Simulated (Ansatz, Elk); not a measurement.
# Li4In: X-ray structure factors from the self-consistent density

Structure refinements treat a crystal as free atoms side by side. For a made-up structure of Li4In (cell and positions from a PBEsol relaxation) the runs below show what the calculated density changes in F(hkl).

Calculated with Elk 11.2.3 (patched build); DFT, PBE, all-electron APW+lo, Dirac cores, scalar-relativistic bands, static density, no spin.

The structure was built from a prototype and need not be the compound's stable phase.

## 1. Starting point

Symmetry: R-3m, No. 166, trigonal system. The conventional cell has a = 3.140 Å, b = 3.140 Å, c = 36.566 Å, α = 90.00°, β = 90.00°, γ = 120.00°. In has 6 Li at 2.96 Å and 6 In at 3.14 Å nearest. Nearest to Li lie 3 In at 2.96 Å and 9 Li at 3.08 to 3.14 Å. Li has 12 Li at 3.08 to 3.14 Å nearest. Farther neighbours are not listed.

## 2. Ground state and structure factors

An all-electron density is needed, since X-rays see the cores too. Task 0 finds the density and task 195 Fourier-transforms it; tshift is off so that phases refer to the origin typed.

The input, elk.in:

```
tasks
  0
  195

xctype
  20

spinpol
  .false.

rgkmax
  7.0

gmaxvr
  14.0

lmaxo
  7

lmaxapw
  8

swidth
  0.002

tshift
  .false.

ramdisk
  .false.

hmaxvr
  5.5

maxscl
  120

epspot
  1e-06

sppath
  './'

avec
  2.96640483695 1.71265463145 23.03333684702
  -2.96640483695 1.71265463145 23.03333684702
  0.00000000000 -3.42530926196 23.03333684709

atoms
  2
  'In.in'
  1
  0.0000000000 0.0000000000 -0.0000000000   0.000000 0.000000 0.000000
  'Li.in'
  4
  0.3974648322 0.3974648322 0.3974648322   0.000000 0.000000 0.000000
  0.7990566534 0.7990566534 0.7990566534   0.000000 0.000000 0.000000
  0.2009433466 0.2009433466 0.2009433466   0.000000 0.000000 0.000000
  0.6025351678 0.6025351678 0.6025351678   0.000000 0.000000 0.000000

ngridk
  8 8 8
```

Launch:

```bash
$ OMP_NUM_THREADS=4 elk
```

Numbers of over 12 decimals in the logs are rounded to 6 here.

The log of the run:

```text
┌─────────────────────────┐
│ Elk code version 11.2.3 │
└─────────────────────────┘

All units are atomic (Hartree, Bohr, etc.)

┌─────────────────────────────────────────────────┐
│ Ground-state run starting from atomic densities │
└─────────────────────────────────────────────────┘

Lattice vectors :
   2.966404837       1.712654631       23.03333685
  -2.966404837       1.712654631       23.03333685
   0.000000000      -3.425309262       23.03333685

Reciprocal lattice vectors :
   1.059057285      0.6114470087      0.9092886177E-01
  -1.059057285      0.6114470087      0.9092886177E-01
 -0.2467770702E-16  -1.222894017      0.9092886179E-01

Unit cell volume      :    702.1151160
Brillouin zone volume :   0.3532899489

Muffin-tin inner radius fraction :   0.1000000000E-01

Nuclei treated as point charges

Species : 1 (In)
 parameters loaded from : In.in
 name : indium
 nuclear charge    :   -49.00000000
 electronic charge :    49.00000000
 atomic mass :    209300.4102
 muffin-tin radius :    2.600000000
 number of radial points in muffin-tin :   1193
 inner part over the whole radius :   0.9943151076E-02
 number on inner part of muffin-tin    :    850
 approximate nuclear radius :   0.8768807633E-04
 number of mesh points to nuclear radius :    427
 atomic positions (lattice), magnetic fields (Cartesian) :
  1 :   0.00000000  0.00000000  0.00000000    0.00000000  0.00000000  0.00000000

Species : 2 (Li)
 parameters loaded from : Li.in
 name : lithium
 nuclear charge    :   -3.000000000
 electronic charge :    3.000000000
 atomic mass :    12652.66898
 muffin-tin radius :    1.800000000
 number of radial points in muffin-tin :    593
 inner part over the whole radius :   0.9806707936E-02
 number on inner part of muffin-tin    :    401
 approximate nuclear radius :   0.4000070961E-04
 number of mesh points to nuclear radius :    148
 atomic positions (lattice), magnetic fields (Cartesian) :
  1 :   0.39746483  0.39746483  0.39746483    0.00000000  0.00000000  0.00000000
  2 :  -0.20094335 -0.20094335 -0.20094335    0.00000000  0.00000000  0.00000000
  3 :   0.20094335  0.20094335  0.20094335    0.00000000  0.00000000  0.00000000
  4 :  -0.39746483 -0.39746483 -0.39746483    0.00000000  0.00000000  0.00000000

Total number of atoms per unit cell :    5
Total muffin-tin volume :    171.3382745
 ratio of muffin-tin to unit cell volume :   0.2440315991

Spin treatment :
 spin-unpolarised

Number of Bravais lattice symmetries :   12
Number of crystal symmetries         :   12
Crystal has inversion symmetry
Real symmetric eigensolver will be used

k-point grid :      8     8     8
k-point offset :    0.000000000       0.000000000       0.000000000
k-point set is reduced with full crystal symmetry group
Total number of k-points :       65

Muffin-tin radius times maximum |G+k| :    7.000000000
 using average radius
Maximum |G+k| for APW functions       :    3.571428571
Maximum (1/2)|G+k|²                   :    6.377551020
Maximum |G| for potential and density :    14.00000000
Constant for pseudocharge density :    9
 order of it for each species :   16  16
 order of it for pair densities of each species (exact exchange by exxq0 0: 17) :   16   7
Radial integration step length :    1

G-vector grid sizes :    105   105   105
Number of G-vectors :    32509

Maximum angular momentum used for
 APW functions            :    8
 outer part of muffin-tin :    7
 inner part of muffin-tin :    2

Total nuclear charge    :   -61.00000000
Total core charge       :    30.00000000
Total valence charge    :    31.00000000
Total excess charge     :    0.000000000
Total electronic charge :    61.00000000

Effective Wigner radius, rₛ :    1.400651077

Number of empty states         :     20
Total number of valence states :     36
Total number of core states    :     30

Third-order local-orbitals added for an l without core states : T
Total number of local-orbitals :     53

Exchange-correlation functional :     20     0     0
[...]
total energy                :     -5918.7359161738

Density of states at Fermi energy :    52.94076273
 (states/Hartree/unit cell)

Estimated indirect band gap :   0.2680439260E-02
 from k-point 63 to k-point 45
Estimated direct band gap   :   0.1068678495E-01
 at k-point 21

Charges :
 core                        :    30.00000000
 valence                     :    31.00000000
 interstitial                :    5.274352518
 muffin-tins (core leakage)
  species : 1 (In)
   atom 1                    :    47.23071071     (  0.1345193837E-03)
  species : 2 (Li)
   atom 1                    :    2.133244850     (   0.000000000    )
   atom 2                    :    2.114223538     (   0.000000000    )
[...]
total in muffin-tins        :    55.72564748
 total calculated charge     :    60.99976859
 total charge                :    61.00000000
 error                       :   0.2314084076E-03

RMS change in Kohn-Sham potential (target) :    7.490727722     (  0.1000000000E-05)
Absolute change in total energy (target)   :    5.384837368     (  0.1000000000E-03)

[... loops 3 to 23 left out ...]

┌──────────────────┐
│ Loop number : 24 │
└──────────────────┘

Energies :
 Fermi                       :     0.73173462662231E-01
 sum of occupied eigenvalues :     -3562.5759035271
 electron kinetic            :      6210.6453247779
 core electron kinetic       :      5970.4831589662
 Coulomb                     :     -11956.494831836
 Coulomb potential           :     -9554.8275980190
 nuclear-nuclear             :      3.361340
 electron-nuclear            :     -14369.733203889
 Hartree                     :      2409.8770324507
 Madelung                    :     -7179.0810328264
 xc potential                :     -218.39363028599
 exchange                    :     -164.55468356828
 correlation                 :     -2.957681
 electron entropic           :    -0.86404848944190E-03
 total energy                :     -5913.3627359951

Density of states at Fermi energy :    68.05665886
 (states/Hartree/unit cell)

Estimated indirect band gap :   0.7480290051E-03
 from k-point 18 to k-point 27
Estimated direct band gap   :   0.1248538674E-01
 at k-point 45

Charges :
 core                        :    30.00000000
 valence                     :    31.00000000
 interstitial                :    5.144996570
 muffin-tins (core leakage)
  species : 1 (In)
   atom 1                    :    47.39219417     (  0.1286286500E-03)
  species : 2 (Li)
[...]
total in muffin-tins        :    55.85500343
 total calculated charge     :    60.99977950
 total charge                :    61.00000000
 error                       :   0.2204954792E-03

RMS change in Kohn-Sham potential (target) :   0.1828472749E-06 (  0.1000000000E-05)
Absolute change in total energy (target)   :   0.1031231113E-04 (  0.1000000000E-03)

Convergence targets achieved

┌──────────────────┐
│ Loop number : 25 │
└──────────────────┘

Energies :
 Fermi                       :     0.73173469559057E-01
 sum of occupied eigenvalues :     -3562.5759032949
 electron kinetic            :      6210.6453249567
 core electron kinetic       :      5970.4831590190
 Coulomb                     :     -11956.494831881
 Coulomb potential           :     -9554.8275957617
 nuclear-nuclear             :      3.361340
 electron-nuclear            :     -14369.733206233
 Hartree                     :      2409.8770347495
 Madelung                    :     -7179.0810340001
 xc potential                :     -218.39363248995
 exchange                    :     -164.55468357742
 correlation                 :     -2.957681
 electron entropic           :    -0.86404848361247E-03
 total energy                :     -5913.3627358708

Density of states at Fermi energy :    68.05665898
 (states/Hartree/unit cell)

Estimated indirect band gap :   0.7480285179E-03
 from k-point 18 to k-point 27
Estimated direct band gap   :   0.1248538782E-01
 at k-point 45

Charges :
 core                        :    30.00000000
 valence                     :    31.00000000
 interstitial                :    5.144996540
 muffin-tins (core leakage)
  species : 1 (In)
   atom 1                    :    47.39219420     (  0.1286286520E-03)
  species : 2 (Li)
[...]
atom 2                    :    2.107135691     (   0.000000000    )
   atom 3                    :    2.107135691     (   0.000000000    )
   atom 4                    :    2.124268940     (   0.000000000    )
 total in muffin-tins        :    55.85500346
 total calculated charge     :    60.99977950
 total charge                :    61.00000000
 error                       :   0.2204954791E-03

┌──────────────────────────────┐
│ Self-consistent loop stopped │
└──────────────────────────────┘

Warning : core states of species 1 leak from the muffin-tin :   0.1286286520E-03

Wrote STATE.OUT
```

It took 2.2 min on 4 threads of Arm Neoverse V2, shared host; peak memory 0.59 GiB; 5.9 min of CPU time.

SFACRHO.OUT:

```text

h k l indices transformed by vhmat matrix:
   1.000000000       0.000000000       0.000000000    
   0.000000000       1.000000000       0.000000000    
   0.000000000       0.000000000       1.000000000    

      h      k      l  multipl.   |H|            Re(F)            Im(F)           |F|

      0      0      0      1   0.0000000       61.000000      0.12383196E-16   61.000000    
     -1     -1     -1      2  0.27278659       45.817424     -0.18269634E-14   45.817424    
      2      2      2      2  0.54557317       44.205113     -0.10657286E-14   44.205113    
     -3     -3     -3      2  0.81835976       41.941431      0.10657286E-14   41.941431    
      4      4      4      2   1.0911463       38.917670      0.48719023E-14   38.917670    
      0      0      1      6   1.2262699       38.745744     -0.60898779E-15   38.745744    
     -1     -1      0      6   1.2363422       38.541492     -0.60898779E-15   38.541492    
     -1     -2     -1      6   1.2758365       38.209221      0.45674084E-15   38.209221    
     -2     -2     -1      6   1.3046728       46.679127      0.29117229E-14   46.679127    
      5      5      5      2   1.3639329       45.873858     -0.60137544E-14   45.873858    
     -2     -2     -3      6   1.3786242       36.916410     -0.33494328E-14   36.916410    
     -3     -2     -3      6   1.4228933       37.524116     -0.21314573E-14   37.524116    
     -4     -3     -3      6   1.5239014       44.413886     -0.23598277E-14   44.413886    
     -4     -3     -4      6   1.5798433       35.896979      0.18269634E-14   35.896979    
      6      6      6      2   1.6367195       36.316743      0.44151615E-14   36.316743    
      5      4      4      6   1.7008150       35.506840      0.85258290E-14   35.506840    
      4      5      5      6   1.7652221       34.156812     -0.16747164E-14   34.156812    
     -5     -6     -5      6   1.9005506       33.466606      0.16747164E-14   33.466606
```

Elk indexes on the primitive cell of elk.in and gives |H| = 4π sin θ/λ in inverse bohr. Below, one row stands for each form hkl of the conventional cell (m members, Friedel mates merged), F is for one primitive cell and the density is static (no thermal factor). Free-atom factors are Waasmaier and Kirfel's, and R is Σm||F|−|F'||/Σm|F|.

```tsv
hkl	m	sin θ/λ (Å⁻¹)	abs F, DFT	neutral atoms	diff.
003	2	0.041	45.817	45.819	-0.001
006	2	0.082	44.205	44.252	-0.047
009	2	0.123	41.941	42.051	-0.110
0 0 12	2	0.164	38.918	39.080	-0.163
101	6	0.184	38.746	38.789	-0.043
012	6	0.186	38.541	38.557	-0.016
104	6	0.192	38.209	38.310	-0.100
015	6	0.196	46.679	46.859	-0.180
0 0 15	2	0.205	45.874	46.148	-0.274
107	6	0.207	36.916	37.037	-0.121
018	6	0.214	37.524	37.622	-0.098
1 0 10	6	0.229	44.414	44.596	-0.182
0 1 11	6	0.238	35.897	35.991	-0.094
0 0 18	2	0.246	36.317	36.411	-0.095
```

## 3. The highest occupied states alone

An energy window below the Fermi level keeps the highest occupied states, to see at which angles they scatter; shallow core shells can lie inside it and anion s states outside. No new self-consistency is needed.

Edit elk.in of step 2 so:

```diff
@@ -1,3 +1,2 @@
 tasks
-  0
   195
@@ -40,2 +39,5 @@
 
+wsfac
+  -0.367820 0.373170
+
 sppath
```

Launch:

```bash
$ OMP_NUM_THREADS=4 elk
```

The log of the run:

```text
┌─────────────────────────────────┐
│ Elk code version 11.2.3 started │
└─────────────────────────────────┘

Info(readinput): the functional depends on the density's gradient
 muffin-tin radial points multiplied by    2.00000
 (not where nrmtscf is given)

┌────────────────────┐
│ Current task : 195 │
└────────────────────┘

Info(sfacrho): density structure factors written to SFACRHO.OUT

 Energy window :  -0.3678200000      0.3731700000

┌──────────────────┐
│ Elk code stopped │
└──────────────────┘
```

Wall time 8.9 s (4 threads); peak memory 0.32 GiB; 11 s of CPU time.

States within 12 eV below the Fermi level hold 7.00 electrons; any levels below the window count with the cores. Their amplitudes can exceed the total, where window and core parts have opposite phase:

```tsv
hkl	sin θ/λ (Å⁻¹)	abs F, window	abs F, all
003	0.041	1.918	45.817
006	0.082	1.355	44.205
009	0.123	0.724	41.941
0 0 12	0.164	0.234	38.918
101	0.184	0.233	38.746
012	0.186	0.250	38.541
104	0.192	0.129	38.209
015	0.196	0.025	46.679
0 0 15	0.205	0.199	45.874
107	0.207	0.028	36.916
```

## 4. Another try

In this try the input is made faulty on purpose, to show what that does.

The input is changed as shown.

Edit elk.in of step 3 so:

```diff
@@ -1,2 +1,3 @@
 tasks
+  0
   195
@@ -34,3 +35,3 @@
 maxscl
-  120
+  3
 
@@ -38,5 +39,2 @@
   1e-06
-
-wsfac
-  -0.367820 0.373170
```

Launch:

```bash
$ OMP_NUM_THREADS=4 elk
```

The log of the run:

```text
┌─────────────────────────┐
│ Elk code version 11.2.3 │
└─────────────────────────┘

All units are atomic (Hartree, Bohr, etc.)

┌─────────────────────────────────────────────────┐
│ Ground-state run starting from atomic densities │
└─────────────────────────────────────────────────┘

Lattice vectors :
   2.966404837       1.712654631       23.03333685
  -2.966404837       1.712654631       23.03333685
   0.000000000      -3.425309262       23.03333685

Reciprocal lattice vectors :
   1.059057285      0.6114470087      0.9092886177E-01
[...]
species : 1 (In)
   atom 1                    :    46.63355008     (  0.1346352278E-03)
  species : 2 (Li)
[...]
atom 3                    :    2.252502696     (   0.000000000    )
   atom 4                    :    2.075585615     (   0.000000000    )
 total in muffin-tins        :    55.28972671
 total calculated charge     :    60.99976257
 total charge                :    61.00000000
 error                       :   0.2374270797E-03

┌──────────────────────────────┐
│ Self-consistent loop stopped │
└──────────────────────────────┘

Warning : core states of species 1 leak from the muffin-tin :   0.1346352278E-03

Wrote STATE.OUT
[key lines of the parts left out:]
total energy                :     -5904.6781072436
```

The job ended after 25 s (4 threads; peak memory 0.48 GiB).

The run stopped without converging, so none of its numbers is a property of the system.

The fault put into the input: too few SCF loops.

## 5. Another functional

The difference from free atoms is small, so it is set against the change that PBEsol makes.

Edit elk.in of step 4 so:

```diff
@@ -5,3 +5,3 @@
 xctype
-  20
+  22
 
@@ -35,3 +35,3 @@
 maxscl
-  3
+  120
```

Launch:

```bash
$ OMP_NUM_THREADS=4 elk
```

The log of the run:

```text
┌─────────────────────────┐
│ Elk code version 11.2.3 │
└─────────────────────────┘

All units are atomic (Hartree, Bohr, etc.)

┌─────────────────────────────────────────────────┐
│ Ground-state run starting from atomic densities │
└─────────────────────────────────────────────────┘

Lattice vectors :
   2.966404837       1.712654631       23.03333685
  -2.966404837       1.712654631       23.03333685
   0.000000000      -3.425309262       23.03333685

Reciprocal lattice vectors :
   1.059057285      0.6114470087      0.9092886177E-01
[...]
species : 1 (In)
   atom 1                    :    47.39775844     (  0.1300458239E-03)
  species : 2 (Li)
[...]
atom 3                    :    2.105546624     (   0.000000000    )
   atom 4                    :    2.122145119     (   0.000000000    )
 total in muffin-tins        :    55.85314192
 total calculated charge     :    60.99977682
 total charge                :    61.00000000
 error                       :   0.2231768156E-03

┌──────────────────────────────┐
│ Self-consistent loop stopped │
└──────────────────────────────┘

Warning : core states of species 1 leak from the muffin-tin :   0.1300458239E-03

Wrote STATE.OUT
[key lines of the parts left out:]
total energy                :     -5910.4534461733
```

It took 2 min on 4 threads; peak memory 0.6 GiB; 5.5 min of CPU time.

Against the first run R = 0.03 %; the largest change is -0.024 at 110.

## 6. Basis size

A smaller basis shows how fast F responds to it; the change is likely larger than the basis error of the first run, but doesn't show convergence.

Edit elk.in of step 5 so:

```diff
@@ -5,3 +5,3 @@
 xctype
-  22
+  20
 
@@ -11,3 +11,3 @@
 rgkmax
-  7.0
+  5.5
```

Launch:

```bash
$ OMP_NUM_THREADS=4 elk
```

The log of the run:

```text
┌─────────────────────────┐
│ Elk code version 11.2.3 │
└─────────────────────────┘

All units are atomic (Hartree, Bohr, etc.)

┌─────────────────────────────────────────────────┐
│ Ground-state run starting from atomic densities │
└─────────────────────────────────────────────────┘

Lattice vectors :
   2.966404837       1.712654631       23.03333685
  -2.966404837       1.712654631       23.03333685
   0.000000000      -3.425309262       23.03333685

Reciprocal lattice vectors :
   1.059057285      0.6114470087      0.9092886177E-01
[...]
species : 1 (In)
   atom 1                    :    47.38492414     (  0.1286497228E-03)
  species : 2 (Li)
[...]
atom 3                    :    2.106252100     (   0.000000000    )
   atom 4                    :    2.123157829     (   0.000000000    )
 total in muffin-tins        :    55.84374400
 total calculated charge     :    60.99979199
 total charge                :    61.00000000
 error                       :   0.2080060473E-03

┌──────────────────────────────┐
│ Self-consistent loop stopped │
└──────────────────────────────┘

Warning : core states of species 1 leak from the muffin-tin :   0.1286497228E-03

Wrote STATE.OUT
[key lines of the parts left out:]
total energy                :     -5913.3507312559
```

Run time: 1.7 min. Hardware: 4 threads; peak memory 0.53 GiB.

Against the first run R = 0.01 %; the largest change is +0.004 at 2 0 20.

## 7. Settings against the effect

```tsv
run	R against the first run (%)	R against neutral atoms, low angle (%)	wall time
PBE, rgkmax 7	0.00	0.24	2.2 min
PBEsol	0.03	0.26	2 min
rgkmax 5.5	0.01	0.24	1.7 min
```

## 8. Results

```json
{
 "R against neutral atoms, sin θ/λ < 0.3 Å⁻¹": "0.24 %",
 "R against neutral atoms, 0.3 to 0.68 Å⁻¹": "0.12 %"
}
```

What this shows: Independent neutral atoms miss the calculated amplitudes by R = 0.24 % below 0.3 Å⁻¹ and 0.12 % from there to 0.68 Å⁻¹; by shells, 0.12 % below 0.15 Å⁻¹ (3 forms), 0.25 % 0.15 to 0.3 (16 forms), 0.08 % 0.3 to 0.45 (31 forms), 0.14 % above 0.45 (99 forms). Bonding, aspherical density and the tables' own atoms all enter these figures, and the runs don't part them. The largest change of an amplitude is -0.27 electrons, at 0 0 15. The window's part falls from 7.0 electrons at the origin to at most 0.11 between 0.45 and 0.68 Å⁻¹. Below 0.3 Å⁻¹ the changes that finished (PBEsol and rgkmax 5.5) move F by R = 0.02 % at most, against the 0.24 % that separates it from free atoms. The k-mesh has no finished test. Part of the difference isn't bonding: the tables are fits to free atoms and ions calculated by other methods than this functional. Thermal motion, anomalous dispersion and extinction are left out.

[Logs are printed without paths, hosts, clocks, repeated set-up lines and the standing remarks that a program may print on its own settings, such as how far it seeks lower states.]

[Hosts, paths, dates, database ids (printed as entryN), source tags and the programs' standing remarks are cut or masked in the printed files.]
